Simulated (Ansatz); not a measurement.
# Os (P6_3/mmc, 2 atoms in the cell) under uniaxial strain along c

Aim: how do the optical modes of Os (P6_3/mmc, 2 atoms in the cell) shift and split under this strain?

Calculated with Ansatz 0.2.0; DFT PBEsol, scalar-relativistic, plane waves, PAW; PAW set soft_1.

**1. Starting point**

The structure is hexagonal, space group P6_3/mmc (No. 194). Conventional cell: a = 2.734 Å, b = 2.734 Å, c = 4.320 Å, α = 90.00°, β = 90.00°, γ = 120.00°. Nearest to Os lie 12 Os at 2.68 to 2.73 Å.

**2. Relaxation**

Harmonic phonons are second derivatives at a point where the forces vanish, and they are wanted at zero stress, so atoms and cell are relaxed first.

input.yaml

```yaml
crystal:
  lattice:
    - [2.7341, 0.0, 0.0]
    - [-1.36705, 2.3678000565, 0.0]
    - [0.0, 0.0, 4.3197]
  atoms:
    - { symbol: Os, position: [0.33333333, 0.66666667, 0.25] }
    - { symbol: Os, position: [0.66666667, 0.33333333, 0.75] }
kpoints:
  mp_grid: { grid: [18, 18, 10] }
hamiltonian:
  xc: pbesol
  pseudopotentials: { kind: paw, azcp: { folder: soft_1 }, xc_functional: pbe }
scf:
  occupations: { method: gaussian, width: 0.1 }
output:
  forces: true
  stress: true
  eigenvalues: true
  write_density: true
  write_potential: true
  elf: true
  volumetric_format: npy
relax:
  adjacent_minimum: "off"
  f_tol: 0.005
  max_steps: 80
  cell: { stress_tol: 0.05 }
```

Command:

```
$ ansatz run input.yaml --threads 4 --pin off --max-ram 10240MiB --backend cpu --events-out ev --progress --plain --runs-dir out
```

Numbers of over 12 decimals in the logs are rounded to 6 here.

The log of the run:

```text
Engine: ansatz 0.2.0, aarch64-unknown-linux-gnu
Pseudopotentials: kind: paw
Pseudopotential: Os, paw, valence charge 16, recommended cutoff 420 eV (normal), soft_1/Os.paw.azcp
Functional definition: PBEsol
  exchange = pbesol_x
  correlation = pbesol_c
Crystal: 2 atoms, lattice volume = 27.965 Å³
Basis set: ecut = 420 eV, 537 PW (Γ), exchange–correlation on 40×40×60 points (8 copies of the dense FFT grid, shifted against one another)
Bands: 20, of which v1, the nominal top of the filled ones, is band 16 counted from 1 (15 counted from 0)
Symmetry: 24 space group operations
Space group: P63/mmc (ITA 194), of the structure as read, at distance tolerance 3.0e-5 Å
k-points: 222 of 3240
Non-local potential: Os, projectors of the file, l = 0: 3, l = 1: 2, l = 2: 2, l = 3: 1
PAW form: soft (Blöchl's): semilocal exchange-correlation on the pseudo side does not see the compensation charge
PAW frozen core: Os, regenerated for the run's functional, and the local potential with it (the file was generated under x = pbe(κ = 0.804, μ = 0.219515), c = pbe(β = 0.066725))
PAW one-centre angular grid: Os, 590 points (default); XC on 64 Gauss nodes
Initial density: superposition of atomic densities (chi_scale 0.1, normalization cell)
Initial wavefunctions: pseudopotential atomic-orbital guess
Functional: x = pbesol(κ = 0.804, μ = 0.123457), c = pbesol(β = 0.046)
SCF iter   1: F=—  HF=-22505.017188 eV  |F-HF|=—  |Δ(HF+E_count)|=         —  Δρ=6.34e-2  dr2=9.63e-1  ethr=3.10e-3  ⟨swp⟩=4.8  Hψ=17423  notcnv=0
preconditioner: auto → none  [metal: Δε(μ)=0.011 eV  Ē_g=7.101 eV  σ=0.100 eV  W_gap=0.06  n_scr=8 (ndim 8)  ℏωp=28.1 eV  f_vac=0.000  D(μ)=1.55/eV (n_scr^D=22)  sad-step TF]
SCF iter   2: F=—  HF=-22504.759013 eV  |F-HF|=—  |Δ(HF+E_count)|=   2.58e-1  Δρ=3.62e-2  dr2=3.00e-1  ethr=3.01e-3  ⟨swp⟩=2.0  Hψ=7010  notcnv=0  defer=51
SCF iter   3: F=—  HF=-22504.655502 eV  |F-HF|=—  |Δ(HF+E_count)|=   1.04e-1  Δρ=1.84e-3  dr2=3.43e-4  ethr=9.38e-4  ⟨swp⟩=2.0  Hψ=6962  notcnv=0  defer=51
SCF iter   4: F=—  HF=-22504.655432 eV  |F-HF|=—  |Δ(HF+E_count)|=   6.99e-5  Δρ=2.57e-4  dr2=1.28e-5  ethr=1.07e-6  ⟨swp⟩=2.0  Hψ=7909  notcnv=0  defer=51
SCF iter   5: F=—  HF=-22504.655444 eV  |F-HF|=—  |Δ(HF+E_count)|=   1.17e-5  Δρ=5.35e-5  dr2=2.82e-7  ethr=4.00e-8  ⟨swp⟩=2.6  Hψ=7336  notcnv=0  defer=51
SCF iter   6: F=-22504.655444 eV  HF=-22504.655444 eV  |F-HF|=1.84e-8  |Δ(HF+E_count)|=   1.28e-7  Δρ=1.30e-5  dr2=3.25e-8  ethr=3.13e-10  ⟨swp⟩=9.2  Hψ=27904  notcnv=0
SCF 1 converged in 6 iterations: F = -22504.655444 eV  dr2 = 3.25e-8
  greatest PAW one-centre occupation: 1.000 electrons in one spin orbital (limit 2), on the Os atom at site 1 (counted from 0), in its partial waves of l = 0
relax step   1: F+E_penalty+E_count = -22504.65544419 eV  Δ(F+E_penalty+E_count) = +0.000e0 eV  max|allowed force component| = 1.480e-16 eV/Å  Δτ_max = 0.0000 Å  P = -2.721 GPa  Ω = 27.965 Å³  (6 SCF iters, dr2 threshold 1.00e-7 eV, accepted)
Crystal: 2 atoms, lattice volume = 27.408 Å³
Initial density: handed on by an earlier stage of this run
Initial wavefunctions: those handed on with the density
iter 1 solved again at ethr=2.70e-7 eV; its pass at ethr=3.10e-3 eV (dr2=8.63e-5 eV) is discarded
SCF iter   1: F=—  HF=-22504.650169 eV  |F-HF|=—  |Δ(HF+E_count)|=         —  Δρ=9.00e-4  dr2=7.89e-5  ethr=2.70e-7  ⟨swp⟩=2.4  Hψ=26838  notcnv=0
preconditioner: auto → none  [metal: Δε(μ)=0.021 eV  Ē_g=7.058 eV  σ=0.100 eV  W_gap=0.12  n_scr=8 (ndim 8)  ℏωp=28.4 eV  f_vac=0.000  D(μ)=1.43/eV (n_scr^D=22)]
SCF iter   2: F=—  HF=-22504.650201 eV  |F-HF|=—  |Δ(HF+E_count)|=   3.15e-5  Δρ=4.25e-4  dr2=1.57e-5  ethr=2.47e-7  ⟨swp⟩=1.0  Hψ=4440  notcnv=0
iter 3 did not close the SCF: its close was put off for the readings that it lacked (scf_convergence_deferred on its scf_iter line)
SCF iter   3: F=-22504.650210 eV  HF=-22504.650211 eV  |F-HF|=1.08e-7  |Δ(HF+E_count)|=   9.54e-6  Δρ=3.02e-5  dr2=1.91e-7  ethr=4.90e-8  ⟨swp⟩=1.0  Hψ=4440  notcnv=0
iter 4 did not close the SCF: its close was put off for the readings that it lacked (scf_convergence_deferred on its scf_iter line)
SCF iter   4: F=-22504.650210 eV  HF=-22504.650210 eV  |F-HF|=2.30e-9  |Δ(HF+E_count)|=   5.20e-8  Δρ=6.51e-6  dr2=2.25e-9  ethr=5.97e-10  ⟨swp⟩=2.0  Hψ=7915  notcnv=0
iter 5 did not close the SCF: its close was put off for the readings that it lacked (scf_convergence_deferred on its scf_iter line)
SCF iter   5: F=-22504.650210 eV  HF=-22504.650210 eV  |F-HF|=1.46e-11  |Δ(HF+E_count)|=   2.52e-9  Δρ=1.39e-6  dr2=1.12e-10  ethr=7.04e-12  ⟨swp⟩=2.2  Hψ=6823  notcnv=0
SCF iter   6: F=-22504.650210 eV  HF=-22504.650210 eV  |F-HF|=7.28e-12  |Δ(HF+E_count)|=  3.64e-12  Δρ=1.20e-7  dr2=1.80e-12  ethr=1.00e-12  ⟨swp⟩=4.2  Hψ=18804  notcnv=0
SCF 2 converged in 6 iterations: F = -22504.650210 eV  dr2 = 1.80e-12
relax step   2: F+E_penalty+E_count = -22504.65021045 eV  Δ(F+E_penalty+E_count) = +5.234e-3 eV  max|allowed force component| = 6.939e-17 eV/Å  Δτ_max = 0.0000 Å  P = +6.072 GPa  Ω = 27.408 Å³  energy of the carried Pulay correction = +3.983e-4 eV  (6 SCF iters, dr2 threshold 2.00e-7 eV, rejected (line search))
Crystal: 2 atoms, lattice volume = 27.790 Å³
iter 1 solved again at ethr=1.26e-7 eV; its pass at ethr=3.10e-3 eV (dr2=4.04e-5 eV) is discarded
SCF iter   1: F=—  HF=-22504.657096 eV  |F-HF|=—  |Δ(HF+E_count)|=         —  Δρ=6.20e-4  dr2=3.84e-5  ethr=1.26e-7  ⟨swp⟩=3.1  Hψ=25465  notcnv=0
preconditioner: auto → none  [metal: Δε(μ)=0.019 eV  Ē_g=6.929 eV  σ=0.100 eV  W_gap=0.11  n_scr=8 (ndim 8)  ℏωp=28.2 eV  f_vac=0.000  D(μ)=1.48/eV (n_scr^D=22)]
SCF iter   2: F=—  HF=-22504.657117 eV  |F-HF|=—  |Δ(HF+E_count)|=   2.09e-5  Δρ=2.94e-4  dr2=7.74e-6  ethr=1.20e-7  ⟨swp⟩=1.0  Hψ=4440  notcnv=0
SCF iter   3: F=—  HF=-22504.657119 eV  |F-HF|=—  |Δ(HF+E_count)|=   2.17e-6  Δρ=1.88e-5  dr2=6.41e-8  ethr=2.42e-8  ⟨swp⟩=1.2  Hψ=5050  notcnv=0
SCF iter   4: F=—  HF=-22504.657126 eV  |F-HF|=—  |Δ(HF+E_count)|=   6.91e-6  Δρ=4.66e-6  dr2=1.25e-9  ethr=2.00e-10  ⟨swp⟩=2.1  Hψ=7964  notcnv=0
SCF iter   5: F=—  HF=-22504.657126 eV  |F-HF|=—  |Δ(HF+E_count)|=  9.17e-10  Δρ=8.45e-7  dr2=4.43e-11  ethr=3.90e-12  ⟨swp⟩=2.3  Hψ=6228  notcnv=0
SCF iter   6: F=-22504.657126 eV  HF=-22504.657126 eV  |F-HF|=0.00e0  |Δ(HF+E_count)|=  7.28e-12  Δρ=7.49e-8  dr2=8.69e-13  ethr=1.00e-12  ⟨swp⟩=5.1  Hψ=17895  notcnv=0
SCF 3 converged in 6 iterations: F = -22504.657126 eV  dr2 = 8.69e-13
relax step   3: F+E_penalty+E_count = -22504.65712601 eV  Δ(F+E_penalty+E_count) = -1.682e-3 eV  max|allowed force component| = 1.480e-16 eV/Å  Δτ_max = 0.0000 Å  P = -0.072 GPa  Ω = 27.790 Å³  energy of the carried Pulay correction = +1.241e-4 eV  (6 SCF iters, accepted)
[...]
relax step   4: F+E_penalty+E_count = -22504.65713054 eV  Δ(F+E_penalty+E_count) = -4.531e-6 eV  max|allowed force component| = 2.313e-16 eV/Å  Δτ_max = 0.0000 Å  P = +0.001 GPa  Ω = 27.785 Å³  energy of the carried Pulay correction = +1.274e-4 eV  (6 SCF iters, accepted)
Initial wavefunctions: pseudopotential atomic-orbital guess (no wavefunctions were taken with the density)
iter 1 solved again at ethr=1.76e-8 eV; its pass at ethr=3.10e-3 eV (dr2=5.64e-6 eV) is discarded
SCF iter   1: F=—  HF=-22504.656980 eV  |F-HF|=—  |Δ(HF+E_count)|=         —  Δρ=1.72e-5  dr2=1.55e-8  ethr=1.76e-8  ⟨swp⟩=3.3  Hψ=30790  notcnv=0
SCF iter   2: F=—  HF=-22504.656995 eV  |F-HF|=—  |Δ(HF+E_count)|=   1.48e-5  Δρ=7.98e-6  dr2=2.58e-9  ethr=4.83e-11  ⟨swp⟩=2.3  Hψ=7890  notcnv=0
SCF iter   3: F=—  HF=-22504.656995 eV  |F-HF|=—  |Δ(HF+E_count)|=   1.56e-9  Δρ=1.12e-6  dr2=4.86e-11  ethr=8.05e-12  ⟨swp⟩=2.5  Hψ=8074  notcnv=0
iter 4 did not close the SCF: its close was put off for the readings that it lacked (scf_convergence_deferred on its scf_iter line)
SCF iter   4: F=-22504.656995 eV  HF=-22504.656995 eV  |F-HF|=3.64e-12  |Δ(HF+E_count)|=  7.64e-11  Δρ=1.44e-7  dr2=1.24e-12  ethr=1.00e-12  ⟨swp⟩=1.0  Hψ=4440  notcnv=0
iter 5 did not close the SCF: its close was put off for the readings that it lacked (scf_convergence_deferred on its scf_iter line)
SCF iter   5: F=-22504.656995 eV  HF=-22504.656995 eV  |F-HF|=3.64e-12  |Δ(HF+E_count)|=  3.64e-12  Δρ=7.80e-9  dr2=8.97e-15  ethr=1.00e-12  ⟨swp⟩=1.0  Hψ=4440  notcnv=0
iter 6 did not close the SCF: its close was put off for the readings that it lacked (scf_convergence_deferred on its scf_iter line)
SCF iter   6: F=-22504.656995 eV  HF=-22504.656995 eV  |F-HF|=7.28e-12  |Δ(HF+E_count)|=  7.28e-12  Δρ=1.70e-9  dr2=1.77e-16  ethr=1.00e-12  ⟨swp⟩=1.0  Hψ=4440  notcnv=0
iter 7 did not close the SCF: its close was put off for the readings that it lacked (scf_convergence_deferred on its scf_iter line)
SCF iter   7: F=-22504.656995 eV  HF=-22504.656995 eV  |F-HF|=3.64e-12  |Δ(HF+E_count)|=  1.09e-11  Δρ=4.95e-10  dr2=9.23e-18  ethr=1.00e-12  ⟨swp⟩=1.0  Hψ=4440  notcnv=0
SCF iter   8: F=-22504.656995 eV  HF=-22504.656995 eV  |F-HF|=7.28e-12  |Δ(HF+E_count)|=  3.64e-12  Δρ=2.84e-11  dr2=2.04e-19  ethr=1.00e-12  ⟨swp⟩=1.5  Hψ=9913  notcnv=0
SCF 5 converged in 8 iterations: F = -22504.656995 eV  dr2 = 2.04e-19
relax step   5: F+E_penalty+E_count = -22504.65699457 eV  Δ(F+E_penalty+E_count) = +1.360e-4 eV  max|allowed force component| = 2.174e-16 eV/Å  Δτ_max = 0.0000 Å  P = +0.004 GPa  Ω = 27.785 Å³  stress off target by 6.71e-3 GPa  SCF on the basis re-selected at this cell (its energy is not comparable with the rows above)  (8 SCF iters)
basis re-selected at this cell: Δ(F+E_penalty+E_count) = +1.360e-4 eV, ΔP = +0.003 GPa vs the last step (what re-selecting the basis moved, of the pressure what is left beyond the Pulay correction that the steps carried, after the strain that the cell walked since its last selection, with what the two solves' SCF thresholds leave and, on support functions, any second-order correction that the steps lacked; it is no m [...]
SCF converged after 8 iterations
Free energy (F): -22504.656995 eV
Harris-Foulkes:  -22504.656995 eV  (|F-HF|=7.28e-12)
Internal energy: -22504.649591 eV  (E = F + TS)
E sigma→0 (E₀):  -22504.653293 eV
Entropy (-TS):   -0.007404 eV (-3.702 meV/atom)
Fermi energy:    26.046867 eV
--- Per-component energies (eV) ---
  E_band       = -129.459485
  E_kinetic    = 985.153081
  E_local      = -1813.819440  (includes V_loc(G=0)·N_el)
  E_nonlocal   = 398.204403
  E_hartree    = 648.925184
  E_xc         = -465.821906
  E_vxc        = -492.801561  (∫ρ·V_xc dr)
  E_paw        = -17829.671438  (= ΣΔE_a)
  E_vpaw       = -504.047213  (= ΣTr[D̂ρ^β])
  E_aug_tail   = 0.000876  (compensation charges beyond the density's cutoff)
  E_ewald      = -4428.116346
  E_core_change = 0.495995  (= ΣΔE_core)
  E_smearing   = -0.007404  (= −TS)
  E_closure    = -0.000000  (closes the sum)
  Σ components = -22504.656995   (vs F -22504.656995, Δ=0.00e0)
--- Forces (eV/Å), atoms counted from 1 ---
  atom   1  Os    -0.00000000     0.00000000     0.00000000
  atom   2  Os     0.00000000    -0.00000000    -0.00000000
  max |Σ_I F_I| component: 1.85e-17 eV/Å
--- Stress (GPa, compression-positive) ---
        0.003195       0.000000       0.000000
        0.000000       0.003195      -0.000000
        0.000000      -0.000000       0.006708
  P = ⅓ Tr σ = 0.0044 GPa (0.044 kbar)
--- Band table (eV; the first three rows and the last of 222) ---
  k-point 0: bands = [... 12 lower, 23.2000, 23.8044, 23.8044, 24.4824, 24.4824, 26.0382, 27.7691, 27.7691]
  k-point 1: bands = [... 12 lower, 23.1257, 23.7206, 23.7206, 24.6760, 24.6760, 25.6222, 27.7876, 27.7876]
  k-point 2: bands = [... 12 lower, 22.9245, 23.5040, 23.5040, 24.6524, 25.1481, 25.1481, 27.7968, 27.7968]
  k-point 221: bands = [... 12 lower, 22.5768, 22.5768, 24.6606, 24.6606, 27.7081, 27.7081, 34.4628, 34.4628]
--- Relaxed structure (4 steps of the walk, 3 accepted, 1 SCFs on fresh bases) ---
  F+E_penalty+E_count = -22504.65699457 eV   max|allowed force component| = 2.174e-16 eV/Å   (the final SCF, on the basis selected at the relaxed cell)
  cell:  # Å, volume = 27.7854 Å³
    - [2.727274, 0.0, 0]
    - [-1.363637, 2.361889, 0]
    - [0, 0, 4.313486]
  atoms:
    - { symbol: Os, position: [0.333333, 0.666667, 0.250000] }
    - { symbol: Os, position: [0.666667, 0.333333, 0.750000] }
```

The job ended after 6.8 s (4 threads of Arm Neoverse V2, shared host; peak memory 0.41 GiB).

Relaxation path:

| step | energy less that of the first step (eV) | largest force component (eV/Å) | pressure (GPa) | volume (Å³) |
| --- | --- | --- | --- | --- |
| 1 | 0.0000 | 0.0000 | -2.72 | 27.96 |
| 2 | 0.0052 | 0.0000 | 6.07 | 27.41 |
| 3 | -0.0017 | 0.0000 | -0.07 | 27.79 |
| 4 | -0.0017 | 0.0000 | 0.00 | 27.79 |
| 5* | -0.0016 | 0.0000 | 0.00 | 27.79 |

Relaxation steps marked * repeat the geometry before them on a plane-wave basis chosen anew for their cell, so energy and pressure can jump there. Relaxation step 2 was tried and not accepted.

The run keeps the 24 symmetry operations that it works with, so distortions that break them were not tested.

| conventional cell, symmetrised | before | after | change |
| --- | --- | --- | --- |
| a (Å) | 2.734 | 2.727 | -0.2 % |
| b (Å) | 2.734 | 2.727 | -0.2 % |
| c (Å) | 4.320 | 4.313 | -0.1 % |
| volume (Å³/atom) | 13.98 | 13.89 | -0.6 % |

Final coordinates:

```cif
data_structure
_symmetry_space_group_name_H-M 'P 1'
_symmetry_Int_Tables_number 1
_cell_length_a 2.7273
_cell_length_b 2.7273
_cell_length_c 4.3135
_cell_angle_alpha 90.000
_cell_angle_beta 90.000
_cell_angle_gamma 120.000
_cell_volume 27.79
loop_
_atom_site_label
_atom_site_type_symbol
_atom_site_fract_x
_atom_site_fract_y
_atom_site_fract_z
_atom_site_occupancy
Os1 Os 0.33333 0.66667 0.25000 1
Os2 Os 0.66667 0.33333 0.75000 1
```

This step gave:

```yaml
pressure: 0.004366 GPa
volume_per_atom: 13.89 Å³
gap_on_the_k_mesh: 0 eV
```

ELF in the ac plane at fractional y = 0.333, with atoms of Os within 0.2 Å of it. It is the smooth field of the valence electrons, not physical close to the nuclei.

Ten even steps from '_' (0.24) to '@' (0.61):
```
::::::::::::....::::::......
..::--::....::==**####**==..
....--::....++%%@@@@@@@@##--
::..--::..--##@@@@%%%%@@@@**
::..--::..==%%@@##++++%%@@##
::..--::..==%%@@##++++%%@@##
::..--::..--##@@@@%%%%@@@@**
....--::....++%%@@@@@@@@##--
..::--::....::==**####**==..
::::::::::::....::::::......
--::....::--::..________::--
::______..::----::....::----
..________..::------------::
....::::......::::----::....
::--====--::....::::::......
::==++++==::..__..::::..__..
::==++++==::..__..::::..__..
::--====--::....::::::......
....::::......::::----::....
..________..::------------::
::______..::----::....::----
--::....::--::..________::--
```
Columns run along a (2.7 Å), rows up along c (4.3 Å). Atoms in or near the plane, at fractional coordinates: Os at (0.67, 0.75).

Valence density in the ac plane at fractional y = 0.333, with atoms of Os within 0.2 Å of it. It is the smooth field of the valence electrons, not physical close to the nuclei.

Ten even steps from '_' (0.3 e/Å³) to '@' (8.6 e/Å³):
```
__________________....______
______________..::----::..__
____________..--++****++--..
__________..--++%%@@%%##==::
__________..--##@@@@@@%%**::
__________..--##@@@@@@%%**::
__________..--++%%@@%%##==::
____________..--++****++--..
______________..::----::..__
__________________....______
____________________________
____________________________
____________________________
____________________________
__........__________________
__..::::..__________________
__..::::..__________________
__........__________________
____________________________
____________________________
____________________________
____________________________
```
Columns run along a (2.7 Å), rows up along c (4.3 Å). Atoms in or near the plane, at fractional coordinates: Os at (0.67, 0.75).

Electrostatic potential energy in the ac plane at fractional y = 0.333, with atoms of Os within 0.2 Å of it. With pseudopotentials it is smooth inside the atoms' cores, unlike the true potential.

Ten even steps from '_' (-53 eV) to '@' (26 eV):
```
@@@@@@@@@@@@@@%%##****##%%@@
@@@@@@@@@@%%##++==----==**%%
%%@@@@@@@@%%++--......::==**
##@@@@@@%%**==..________::==
##@@@@@@%%**--..________..==
##@@@@@@%%**--..________..==
##@@@@@@%%**==..________::==
%%@@@@@@@@%%++--......::==**
@@@@@@@@@@%%##++==----==**%%
@@@@@@@@@@@@@@%%##****##%%@@
@@@@@@@@@@@@@@@@@@%%@@@@@@@@
@@@@@@@@@@@@@@@@@@@@@@@@@@@@
@@%%%%%%%%@@@@@@@@@@@@@@@@@@
%%########%%@@@@@@@@@@@@@@@@
##********##%%@@@@@@@@@@@@%%
##++++++**##%%@@@@@@@@@@@@%%
##++++++**##%%@@@@@@@@@@@@%%
##********##%%@@@@@@@@@@@@%%
%%########%%@@@@@@@@@@@@@@@@
@@%%%%%%%%@@@@@@@@@@@@@@@@@@
@@@@@@@@@@@@@@@@@@@@@@@@@@@@
@@@@@@@@@@@@@@@@@@%%@@@@@@@@
```
Columns run along a (2.7 Å; values clipped at the 3rd and 97th percentile), rows up along c (4.3 Å). Atoms in or near the plane, at fractional coordinates: Os at (0.67, 0.75).

In this step the volume went from 13.98 to 13.89 Å³/atom.

**3. Tight relaxation**

Phonons need small forces and stress, so the relaxation is finished with tight tolerances on 18×18×12 k points.

input.yaml

```yaml
crystal:
  lattice:
    - [2.727274432, 0.0, 0.0]
    - [-1.363637216, 2.3618889412, 0.0]
    - [0.0, 0.0, 4.3134858279]
  atoms:
    - { symbol: Os, position: [0.3333333333, 0.6666666667, 0.25] }
    - { symbol: Os, position: [0.6666666667, 0.3333333333, 0.75] }
kpoints:
  mp_grid: { grid: [18, 18, 12] }
hamiltonian:
  xc: pbesol
  pseudopotentials: { kind: paw, azcp: { folder: soft_1 }, xc_functional: pbe }
scf:
  occupations: { method: methfessel_paxton, width: 0.2 }
output:
  forces: true
  stress: true
  eigenvalues: true
relax:
  adjacent_minimum: "off"
  f_tol: 0.001
  max_steps: 60
  cell: { stress_tol: 0.01 }
```

The log of the run:

```text
[...]
Crystal: 2 atoms, lattice volume = 27.785 Å³
Basis set: ecut = 420 eV, 537 PW (Γ), exchange–correlation on 40×40×60 points (8 copies of the dense FFT grid, shifted against one another)
Bands: 20, of which v1, the nominal top of the filled ones, is band 16 counted from 1 (15 counted from 0)
Symmetry: 24 space group operations
[...]
k-points: 259 of 3888
[...]
k-point 258: bands = [... 12 lower, 22.5800, 22.5800, 24.6653, 24.6653, 27.7072, 27.7072, 34.4635, 34.4635]
--- Relaxed structure (3 steps of the walk, 2 accepted, 1 SCFs on fresh bases) ---
[...]
cell:  # Å, volume = 27.7828 Å³
    - [2.727882, 0.0, 0.0]
    - [-1.363941, 2.362415, 0.0]
    - [0.0, 0.0, 4.311167]
  atoms:
    - { symbol: Os, position: [0.333333, 0.666667, 0.25] }
    - { symbol: Os, position: [0.666667, 0.333333, 0.750000] }
[key lines of the parts left out:]
SCF converged after 4 iterations
Free energy (F): -22504.656562 eV
Fermi energy:    26.052882 eV
P = ⅓ Tr σ = -0.0003 GPa (-0.003 kbar)
```

Wall time 5.7 s (4 threads); peak memory 0.41 GiB.

Little changed from the start: no atom moved by 0.005 Å and no cell edge by 0.1 %.

This step gave:

* pressure: -3.13e-4 GPa

The forces vanish by symmetry and the pressure is 0.000 GPa, within the tolerances set. The cell now holds 13.89 Å³/atom.

(Continued in part 2 of 2.)

[Logs are printed without paths, hosts, clocks, repeated set-up lines and the standing remarks that a program may print on its own settings, such as how far it seeks lower states.]

[Hosts, paths, dates, database ids (printed as entryN), source tags and the programs' standing remarks are cut or masked in the printed files.]
